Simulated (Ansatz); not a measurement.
# How fast states decay through CsKLiI3, part 2 of 3

A new crystal, CsKLiI3: structure, gap and complex bands. It is built by putting K for part of the Li in the CsLi2I3 structure of space group P-4m2, with the volume rescaled by atomic radii. The parent structure comes from the Materials Project.

Ansatz 0.2.0; r2SCAN DFT, plane waves, PAW files (the session's first sound run).

So far. Step 2 (Relaxing the new crystal): The largest force component on a free atom ends at 0.010 eV/Å.

The structure was built from a prototype and need not be the compound's stable phase.

### Step 3. Band edges

The energy window and the wavevectors of the next steps follow from the band edges, so these are searched first, off the mesh as well.

The input, input.yaml:

```yaml
crystal:
  lattice:
    - [4.7746324422, 0.0, 0.0]
    - [0.0, 4.7186990458, 0.0]
    - [0.0, 0.0, 12.2978696628]
  atoms:
    - { symbol: Cs, position: [0.5, 0.5, 0.5246056445] }
    - { symbol: K, position: [0.5, 0.0, 0.1475622013] }
    - { symbol: Li, position: [0.0, 0.5, 0.8310828878] }
    - { symbol: I, position: [0.0, 0.0, 0.3443353929] }
    - { symbol: I, position: [0.0, 0.0, 0.7020010611] }
    - { symbol: I, position: [0.5, 0.5, -0.0495871876] }
kpoints:
  mp_grid: { grid: [6, 6, 2] }
  band_path: { path: [VBM, CBM], npoints: 30 }
scf:
  occupations: { method: fixed }
hamiltonian:
  xc: r2scan
output:
  eigenvalues: true
  write_potential: true
  write_density: true
  volumetric_format: npy
  elf: true
```

Run with:

```bash
$ ansatz run input.yaml --threads 2 --pin off --max-ram 4096MiB --backend cpu --events-out ev --progress --plain --runs-dir out
```

Numbers of over 12 decimals in the logs are rounded to 6 here.

The program printed:

```text
[...]
Crystal: 6 atoms, lattice volume = 277.072 Å³
Basis set: ecut = 500 eV, 7085 PW (Γ), exchange–correlation on 144×144×360 points (64 copies of the dense FFT grid, shifted against one another)
Bands: 44, of which v1, the nominal top of the filled ones, is band 36 counted from 1 (35 counted from 0)
Symmetry: 4 space group operations
[...]
k-points: 32 of 72
[...]
SCF iter   1: F=—  HF=-30026.946402 eV  |F-HF|=—  |Δ(HF+E_count)|=         —  Δρ=2.36e-3  dr2=1.75e-2  dr2_τ=2.14e-3  ethr=1.77e-3  ⟨swp⟩=6.1  Hψ=5174  notcnv=0  defer=167
[...]
SCF iter   7: F=-30026.984385 eV  HF=-30026.984385 eV  |F-HF|=5.50e-9  |Δ(HF+E_count)|=   1.40e-7  Δρ=1.53e-6  dr2=1.20e-8  dr2_τ=1.55e-10  ethr=1.39e-10  ⟨swp⟩=18.8  Hψ=7430  notcnv=0
SCF 1 converged in 7 iterations: F = -30026.984385 eV  dr2 = 1.20e-8
[...]
NSCF: frozen V_eff on 64 k-points
[...]
SCF converged after 7 iterations
Free energy (F): -30026.984385 eV
[...]
Internal energy: -30026.984385 eV  (E = F + TS)
E sigma→0 (E₀):  -30026.984385 eV
Fermi energy:    1.802222 eV
[...]
--- Band table (eV; the first three rows and the last of 32) ---
  k-point 0: bands = [... 32 lower, 1.6221, 1.6708, 1.7103, 1.8009, 5.9440, 6.6922, 6.8623, 7.7581, ... 4 higher]
  k-point 1: bands = [... 32 lower, 1.4746, 1.6620, 1.7181, 1.8022, 6.3218, 6.7653, 6.8660, 7.1492, ... 4 higher]
  k-point 2: bands = [... 32 lower, 1.4474, 1.4907, 1.6649, 1.7987, 6.3308, 6.9930, 7.1956, 7.8901, ... 4 higher]
  k-point 31: bands = [... 32 lower, 0.8984, 0.9421, 1.2912, 1.5001, 7.0551, 7.2495, 7.5996, 7.8133, ... 4 higher]
```

It took 2.6 min on 2 threads of Arm Neoverse V2, shared host; peak memory 1.3 GiB.

The column dr2 measures how far the density is from self-consistency, as an energy; F and HF (Harris–Foulkes) agree once it is small.

This step gave:

- free energy: -30026.9844 eV
- Fermi energy: 1.802 eV
- gap on the k-mesh: 4.142 eV
- gap on path: 4.142 eV, by band count; negative where bands overlap
- direct gap on path: 4.143 eV
- edge places on path: 0, 0.2555 1/A along the path

The electronic bands at the labelled points (eV, zero at the Fermi level (highest filled level under fixed occupations); v1 is the highest filled band, c1 the lowest empty one):

```tsv
point	v4	v3	v2	v1	c1	c2	c3	c4
VBM	-0.33	-0.14	-0.08	0.00	4.52	4.96	5.06	5.35
halfway	-0.26	-0.14	-0.09	0.00	4.29	4.94	5.08	5.60
CBM	-0.18	-0.13	-0.09	0.00	4.14	4.89	5.06	5.96
```

ELF in the ac plane at fractional y = 0.500, with atoms of Cs and Li and I within 0.2 Å of it. It is the smooth field of the valence electrons, not physical close to the nuclei.

Values in units of 1e-1, 24 rows by 14 columns, each cell a mean:
```
0.4 2.7 6.4 7.6 6.6 4.9 2.5 2.8 3.3 5.7 7.1 7.4 5.2 1.2
0.3 2.5 6.8 8.0 6.8 5.0 2.6 2.9 3.4 5.9 7.4 7.8 5.3 1.1
2.2 0.8 3.1 7.7 7.9 6.9 5.9 5.6 6.3 7.3 8.1 6.1 1.6 1.3
9.6 6.2 0.8 3.8 7.2 7.7 7.5 7.4 7.6 7.6 6.4 1.7 2.1 8.6
8.7 5.3 0.5 0.7 2.8 4.4 5.3 5.5 5.0 3.9 1.8 0.3 1.8 7.5
0.4 0.2 0.1 0.2 0.3 0.5 0.8 0.9 0.7 0.4 0.2 0.2 0.1 0.3
0.4 0.3 0.3 0.2 0.1 0.1 0.1 0.1 0.1 0.1 0.1 0.2 0.3 0.3
0.4 0.3 0.2 0.1 0.2 0.4 1.0 1.2 0.8 0.3 0.1 0.2 0.3 0.3
0.2 0.2 0.2 0.5 2.5 5.1 6.7 7.0 6.2 4.1 1.4 0.3 0.1 0.2
0.1 0.1 0.8 4.1 7.5 8.7 8.8 8.7 8.8 8.4 6.4 2.3 0.3 0.1
0.1 0.4 3.0 7.4 8.8 7.9 4.1 2.7 5.8 8.6 8.5 5.8 1.5 0.1
0.0 0.5 3.7 7.9 8.9 7.1 1.7 0.4 3.8 8.3 8.7 6.4 2.0 0.1
0.1 0.2 1.6 5.9 8.4 8.7 7.8 7.2 8.3 8.8 7.7 4.0 0.7 0.1
0.1 0.1 0.3 1.6 5.0 7.4 8.3 8.4 8.0 6.7 3.5 0.8 0.2 0.1
0.2 0.2 0.1 0.1 0.5 1.8 3.3 3.7 2.7 1.2 0.3 0.1 0.2 0.2
0.2 0.2 0.2 0.1 0.1 0.1 0.1 0.2 0.1 0.1 0.1 0.1 0.2 0.2
0.2 0.2 0.2 0.1 0.1 0.0 0.0 0.0 0.0 0.1 0.1 0.1 0.2 0.2
0.1 0.1 0.1 0.1 0.1 0.0 0.0 0.0 0.0 0.1 0.1 0.1 0.1 0.1
0.1 0.1 0.1 0.1 0.0 0.0 0.0 0.0 0.0 0.0 0.0 0.1 0.1 0.1
0.0 0.0 0.0 0.0 0.1 0.1 0.2 0.2 0.1 0.1 0.1 0.0 0.0 0.0
0.0 0.0 0.1 0.5 1.2 1.9 2.3 2.5 2.2 1.6 0.8 0.3 0.1 0.0
0.0 0.3 1.2 3.2 5.0 6.1 6.6 6.7 6.4 5.7 4.3 2.3 0.7 0.1
0.1 0.9 3.5 6.0 7.2 7.7 7.7 7.7 7.7 7.6 6.8 5.1 2.3 0.4
0.2 1.7 5.2 7.2 7.3 6.6 5.9 5.6 6.2 6.9 7.5 6.6 3.8 0.7
```
Columns run along a (4.8 Å), rows up along c (12.3 Å). Atoms in or near the plane, at fractional coordinates: Cs at (0.50, 0.52), Li at (0.00, 0.83), I at (0.50, 0.95).

Valence density in the ac plane at fractional y = 0.500, with atoms of Cs and Li and I within 0.2 Å of it. It is the smooth field of the valence electrons, not physical close to the nuclei.

Ten steps, logarithmic in the rise over the least value, from '_' (0 e/Å³) to '@' (14 e/Å³), each cell a mean:
```
____..::--**@@@@%%++--..____
____..::==**@@@@%%++--....__
::......--==++++==--::......
%%++......::::::::....__::##
##==____________________::**
____________________________
____________________________
____________________________
__________..........________
______..::--======--..______
______::--====--====--..____
______::====--..====--..____
______..--========--::..____
________..::----::....______
____________________________
____________________________
____________________________
____________________________
____________________________
____________________________
____________________________
____________________________
________..::::::::....______
______..::--++++==--::..____
```
Columns run along a (4.8 Å), rows up along c (12.3 Å). Atoms in or near the plane, at fractional coordinates: Cs at (0.50, 0.52), Li at (0.00, 0.83), I at (0.50, 0.95).

Electrostatic potential energy in the ac plane at fractional y = 0.500, with atoms of Cs and Li and I within 0.2 Å of it. With pseudopotentials it is smooth inside the atoms' cores, unlike the true potential.

Ten even steps from '0' (-21 eV) to '9' (8 eV), each cell a mean:
```
99983389625899
88873389625888
46886323357875
01688877888740
02689999999851
67899999999887
99999999999999
99999999999999
99998877788999
99986311247899
99872000004889
99861001004789
99874100026899
99988654578999
99999888899999
99999999999999
99999999999999
99999999999999
99999999999999
99999999999999
99999999999999
99999999999999
99999877889999
99997322258999
```
Columns run along a (4.8 Å; values clipped at the 3rd and 97th percentile), rows up along c (12.3 Å). Atoms in or near the plane, at fractional coordinates: Cs at (0.50, 0.52), Li at (0.00, 0.83), I at (0.50, 0.95).

The searched edges give 4.14 eV, as on the mesh.

### Step 4. Complex bands

This step: r2SCAN DFT, plane waves, PAW files; complex bands by layer matching along the plane's normal (Ansatz 0.2.0).

The same crystal is laid in a cell whose first two vectors span the (001) plane (indices of the standard conventional cell, whose axes can be ordered otherwise than in the bulk input). At fixed energy and wavevector in the plane the solver finds all kz, real and complex. A few wavevectors are listed, (0, 0) and (0.5, 0) in units of the plane's reciprocal vectors; the slowest state needn't be among them.

The input, input.yaml:

```yaml
crystal:
  lattice:
    - [4.774632442, 0.0, 0.0]
    - [0.0, 4.718699046, 0.0]
    - [0.0, 0.0, 12.297869663]
  atoms:
    - { symbol: Cs, position: [0.5, 0.5, 0.5246056445] }
    - { symbol: K, position: [0.5, 0.0, 0.1475622013] }
    - { symbol: Li, position: [0.0, 0.5, 0.8310828878] }
    - { symbol: I, position: [0.0, 0.0, 0.3443353929] }
    - { symbol: I, position: [0.0, 0.0, 0.7020010611] }
    - { symbol: I, position: [0.5, 0.5, 0.9504128124] }
kpoints:
  mp_grid: { grid: [6, 6, 2] }
scf:
  occupations: { method: fixed }
hamiltonian:
  xc: r2scan
output:
  eigenvalues: true
  transmission:
    leads: [[0, 0]]
    kpoints: [[0.0, 0.0], [0.5, 0.0]]
    e_range: [-1.0, 5.14]
    de: 0.1
```

The program printed:

```text
[...]
Crystal: 6 atoms, lattice volume = 277.072 Å³
Basis set: ecut = 500 eV, 7085 PW (Γ), exchange–correlation on 144×144×360 points (64 copies of the dense FFT grid, shifted against one another)
Bands: 44, of which v1, the nominal top of the filled ones, is band 36 counted from 1 (35 counted from 0)
Symmetry: 4 space group operations
[...]
k-points: 32 of 72
[...]
SCF iter   1: F=—  HF=-30026.946402 eV  |F-HF|=—  |Δ(HF+E_count)|=         —  Δρ=2.36e-3  dr2=1.75e-2  dr2_τ=2.14e-3  ethr=1.77e-3  ⟨swp⟩=6.1  Hψ=5174  notcnv=0  defer=167
[...]
SCF iter   7: F=-30026.984385 eV  HF=-30026.984385 eV  |F-HF|=5.51e-9  |Δ(HF+E_count)|=   1.40e-7  Δρ=1.53e-6  dr2=1.20e-8  dr2_τ=1.56e-10  ethr=1.39e-10  ⟨swp⟩=18.8  Hψ=7430  notcnv=0
SCF 1 converged in 7 iterations: F = -30026.984385 eV  dr2 = 1.20e-8
[...]
transmission: 17 of 34 steps passed
transmission: 34 of 34 steps passed
SCF converged after 7 iterations
Free energy (F): -30026.984385 eV
[...]
Internal energy: -30026.984385 eV  (E = F + TS)
E sigma→0 (E₀):  -30026.984385 eV
Fermi energy:    1.802222 eV
[...]
--- Band table (eV; the first three rows and the last of 32) ---
  k-point 0: bands = [... 32 lower, 1.6221, 1.6708, 1.7103, 1.8009, 5.9440, 6.6922, 6.8623, 7.7581, ... 4 higher]
  k-point 1: bands = [... 32 lower, 1.4746, 1.6620, 1.7181, 1.8022, 6.3218, 6.7653, 6.8660, 7.1492, ... 4 higher]
  k-point 2: bands = [... 32 lower, 1.4474, 1.4907, 1.6649, 1.7987, 6.3308, 6.9930, 7.1956, 7.8901, ... 4 higher]
  k-point 31: bands = [... 32 lower, 0.8984, 0.9421, 1.2912, 1.5001, 7.0551, 7.2495, 7.5996, 7.8133, ... 4 higher]
--- Transmission ---
  basis      : 241 plane waves across, 17 finite elements along
  points     : 2, as listed
  energies   : 62 from -1.000000 to 5.100000 eV about the Fermi level, 0.100000 eV apart; the leads are filled to 2.070879 eV, and channels, transmission and decay are at 2.100000 eV
  crystal 0  : Li1I3K1Cs1, at the sites [0, 0], period 12.2979 Å: whole cells are its period
    offset         : up to 0.0000 Å between an atom of the period and one for which it stands
    channels       : 0.000000e0 a spin
    conductance    : none, the energies end too early or step too widely for 300 K: set another output.transmission.e_range or a lower de, or, where they end at an eighth of basis.ecutwfc, a higher one
    slowest decay  : 0.3340 /Å at (0.0000, 0.0000)
```

It took 81 s on 2 threads; peak memory 1.6 GiB; 2.7 min of CPU time.

This step gave:

| Item | Value |
| --- | --- |
| level to which the leads are filled | 2.071 eV from the Fermi level |
| decay constant at the filling level, zone centre | 0.3340 Å⁻¹ |
| decay constant at the filling level, slowest listed point | 0.334 Å⁻¹ |

K parallel (0, 0); values up to 1.465 1/Å, a degenerate pair printed once or twice; energies at which all values exceed this have no row. The Im kz of the slowest decaying states by energy, zero at the highest filled level on the SCF mesh:

```tsv
energy (eV)	decay 1 (Å⁻¹)	decay 2 (Å⁻¹)	decay 3 (Å⁻¹)	decay 4 (Å⁻¹)
-1.00	0.598	0.641	0.833	1.29
-0.70	0.0878	0.349	0.488	0.814
-0.40	0.0532	0.406	0.479	0.795
-0.10	0.115	0.121	0.425	0.776
0.00	0.0222	0.166	0.414	0.769
0.20	0.225	0.575	0.630	0.756
0.50	0.277	0.705	0.735	0.874
0.80	0.308	0.713	0.783	0.834
1.10	0.326	0.690	0.817	0.839
1.40	0.336	0.666	0.813	0.882
1.70	0.339	0.641	0.810	0.912
2.00	0.336	0.615	0.807	0.930
2.40	0.324	0.577	0.799	0.932
2.70	0.308	0.546	0.792	0.892
3.00	0.286	0.512	0.782	0.849
3.30	0.256	0.475	0.771	0.803
3.60	0.214	0.434	0.753	0.758
3.90	0.149	0.387	0.698	0.744
4.20	0.331	0.635	0.727	0.820
4.50	0.260	0.559	0.708	0.797
4.80	0.0699	0.139	0.450	0.688
5.10	0.0491	0.293	0.665	0.746
```

K parallel (0.5, 0); values up to 1.465 1/Å, a degenerate pair printed once or twice; energies at which all values exceed this have no row. Table of Im kz of the slowest decaying states by energy, zero at the highest filled level on the SCF mesh:

```tsv
energy (eV)	decay 1 (Å⁻¹)	decay 2 (Å⁻¹)	decay 3 (Å⁻¹)	decay 4 (Å⁻¹)
-1.00	0.105	0.267	0.836	0.977
-0.80	0.174	0.753	0.944	1.03
-0.50	0.0842	0.219	0.564	0.876
-0.30	0.00469	0.206	0.630	0.794
0.00	0.314	0.327	0.500	0.783
0.20	0.371	0.372	0.668	0.838
0.50	0.416	0.425	0.737	0.869
0.70	0.437	0.449	0.760	0.877
1.00	0.459	0.475	0.780	0.882
1.20	0.469	0.488	0.786	0.868
1.40	0.475	0.497	0.789	0.853
1.70	0.480	0.508	0.789	0.830
1.90	0.480	0.513	0.786	0.815
2.20	0.476	0.517	0.778	0.792
2.40	0.470	0.518	0.771	0.776
2.70	0.458	0.519	0.753	0.758
2.90	0.448	0.518	0.737	0.747
3.10	0.435	0.517	0.721	0.736
3.40	0.413	0.515	0.695	0.716
3.60	0.395	0.515	0.678	0.702
3.90	0.363	0.522	0.651	0.660
4.10	0.338	0.569	0.632	0.661
4.40	0.293	0.531	0.602	0.633
4.60	0.255	0.502	0.581	0.613
4.90	0.176	0.452	0.546	0.579
5.10	0.0731	0.318	0.501	0.521
```

At the listed wavevectors the last open channel is at -0.20 eV and the next at +4.20 eV on the grid. At +2.10 eV, the grid energy nearest the filling level (the middle of the gap on the SCF mesh), the slowest state at the listed wavevectors decays with κ = 0.334 Å⁻¹, its amplitude falling by e over 3.0 Å. Through 1 nm of this crystal that state's transmission falls by exp(−2 × 0.334 Å⁻¹ × 10 Å) = 0.0013.

### Step 5. Band edges at another level, cutoff 420 eV

This step: PBE DFT, plane waves, PAW files (Ansatz 0.2.0).

The edges again with PBE, at the same atoms. Against that run the cutoff is 420 eV against 500.

The input, input.yaml:

```yaml
crystal:
  lattice:
    - [4.7746324422, 0.0, 0.0]
    - [0.0, 4.7186990458, 0.0]
    - [0.0, 0.0, 12.2978696628]
  atoms:
    - { symbol: Cs, position: [0.5, 0.5, 0.5246056445] }
    - { symbol: K, position: [0.5, 0.0, 0.1475622013] }
    - { symbol: Li, position: [0.0, 0.5, 0.8310828878] }
    - { symbol: I, position: [0.0, 0.0, 0.3443353929] }
    - { symbol: I, position: [0.0, 0.0, 0.7020010611] }
    - { symbol: I, position: [0.5, 0.5, -0.0495871876] }
kpoints:
  mp_grid: { grid: [6, 6, 2] }
  band_path: { path: [VBM, CBM], npoints: 30 }
scf:
  occupations: { method: fixed }
hamiltonian:
  xc: pbe
output:
  eigenvalues: true
```

The program printed:

```text
[...]
Crystal: 6 atoms, lattice volume = 277.072 Å³
Basis set: ecut = 420 eV, 5389 PW (Γ)
Bands: 44, of which v1, the nominal top of the filled ones, is band 36 counted from 1 (35 counted from 0)
Symmetry: 4 space group operations
[...]
k-points: 32 of 72
[...]
SCF iter   1: F=—  HF=-29960.229181 eV  |F-HF|=—  |Δ(HF+E_count)|=         —  Δρ=6.65e-4  dr2=7.00e-3  ethr=1.77e-3  ⟨swp⟩=6.3  Hψ=5090  notcnv=0  defer=168
[...]
SCF iter   6: F=-29960.227593 eV  HF=-29960.227593 eV  |F-HF|=9.84e-8  |Δ(HF+E_count)|=   8.58e-7  Δρ=5.28e-6  dr2=9.89e-8  ethr=1.39e-10  ⟨swp⟩=17.4  Hψ=8872  notcnv=0
SCF 1 converged in 6 iterations: F = -29960.227593 eV  dr2 = 9.89e-8
[...]
SCF converged after 6 iterations
Free energy (F): -29960.227593 eV
[...]
Internal energy: -29960.227593 eV  (E = F + TS)
E sigma→0 (E₀):  -29960.227593 eV
Fermi energy:    2.112967 eV
[...]
--- Band table (eV; the first three rows and the last of 32) ---
  k-point 0: bands = [... 32 lower, 1.9369, 1.9887, 2.0310, 2.1114, 5.7133, 6.5468, 6.7341, 7.5117, ... 4 higher]
  k-point 1: bands = [... 32 lower, 1.7962, 1.9794, 2.0392, 2.1130, 6.1528, 6.5048, 6.7021, 6.9987, ... 4 higher]
  k-point 2: bands = [... 32 lower, 1.7697, 1.8121, 1.9779, 2.1088, 6.1258, 6.8661, 7.0262, 7.6221, ... 4 higher]
  k-point 31: bands = [... 32 lower, 1.2271, 1.2780, 1.6082, 1.8129, 6.9329, 7.1611, 7.4717, 7.6550, ... 4 higher]
```

Run time: 88 s. Hardware: 2 threads; peak memory 0.72 GiB; 2.9 min of CPU time.

This step gave:

```
free energy        : -29960.2276 eV
Fermi energy       : 2.113 eV
gap on the k-mesh  : 3.600 eV
gap on path        : 3.600 eV, by band count; negative where bands overlap
direct gap on path : 3.602 eV
```

The electronic bands at the labelled points (eV, zero at the Fermi level (highest filled level under fixed occupations); v1 is the highest filled band, c1 the lowest empty one):

```tsv
point	v4	v3	v2	v1	c1	c2	c3	c4
VBM	-0.32	-0.13	-0.07	0.00	4.04	4.39	4.59	4.89
halfway	-0.26	-0.13	-0.08	0.00	3.76	4.47	4.63	5.06
CBM	-0.18	-0.12	-0.08	0.00	3.60	4.43	4.62	5.40
```

The searched edges give 3.60 eV, as on the mesh.

For the gap on path, step 3 gave 4.14 eV; this run, with PBE and cutoff 420 eV, gives 3.60 eV.

[end of part 2 of 3]

[Logs are printed without paths, hosts, clocks, repeated set-up lines and the standing remarks that a program may print on its own settings, such as how far it seeks lower states.]

[Hosts, paths, dates, database ids (printed as entryN), source tags and the programs' standing remarks are cut or masked in the printed files.]
